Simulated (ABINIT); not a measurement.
Planning a run of ABINIT 10.8.3 on SrTiO3 (Tausonite). The input:

```
acell 3*1.0 Angstrom
rprim 
  3.905280000000 0.000000000000 0.000000000000
  0.000000000000 3.905280000000 0.000000000000
  0.000000000000 0.000000000000 3.905280000000
ntypat 3
znucl 38 22 8
natom 5
typat 1 2 3 3 3
xred 
  0.500000000000 0.500000000000 0.500000000000
  0.000000000000 0.000000000000 0.000000000000
  0.500000000000 0.000000000000 0.000000000000
  0.000000000000 0.500000000000 0.000000000000
  0.000000000000 0.000000000000 0.500000000000
pp_dirpath "pseudos"
pseudos "Sr.upf, Ti.upf, O.upf"
ecut 38
ngkpt 4 4 4
nshiftk 1
shiftk 0 0 0
kptopt 1
chksymbreak 0
istwfk *1
occopt 1
irdwfk 1
optdriver 4
nband 147
gwcalctyp 0
ecutsigx 38
symsigma 1
nkptgw 10
kptgw 
  0.0000000000 0.0000000000 0.0000000000
  0.2500000000 0.0000000000 0.0000000000
  0.5000000000 0.0000000000 0.0000000000
  0.2500000000 0.2500000000 0.0000000000
  0.5000000000 0.2500000000 0.0000000000
  0.5000000000 0.5000000000 0.0000000000
  0.2500000000 0.2500000000 0.2500000000
  0.5000000000 0.2500000000 0.2500000000
  0.5000000000 0.5000000000 0.2500000000
  0.5000000000 0.5000000000 0.5000000000
bdgw 
  12 31
  12 31
  12 31
  12 31
  12 31
  12 31
  12 31
  12 31
  12 31
  12 31
ecuteps 4.8
irdscr 1
ppmodel 1
indata_prefix "in"
outdata_prefix "out"
tmpdata_prefix "tmp"
```

```sh
OMP_NUM_THREADS=1 mpirun -n 4 abinit run.abi > log
```

**Question.** Estimate wall time and host memory on 4 MPI ranks of Arm Neoverse V1, shared host.

It took 6.3 min; on shared hardware allow 3.1 min to 13 min. Peak host memory was 2.1 GiB.

[Paths, hosts, dates, memory and timing lines, banners, echoed tables and standing remarks are left out of the program output.]

[Logs are printed without paths, hosts, clocks, repeated set-up lines and the standing remarks that a program may print on its own settings, such as how far it seeks lower states.]

[Runs of the session that timed out or met a known fault of the program may be left out.]

[Hosts, paths, dates, database ids (printed as entryN), source tags and the programs' standing remarks are cut or masked in the printed files.]

[G0W0 gaps are taken among the corrected bands and points alone; a level outside them can change the order at an edge.]

[Where Ansatz stands beside ABINIT at settings called matched, ABINIT's density can come from a denser mesh and the files from another edition; pairs whose starting gaps differed by over 0.03 eV were left out, so agreement reads better than it is.]
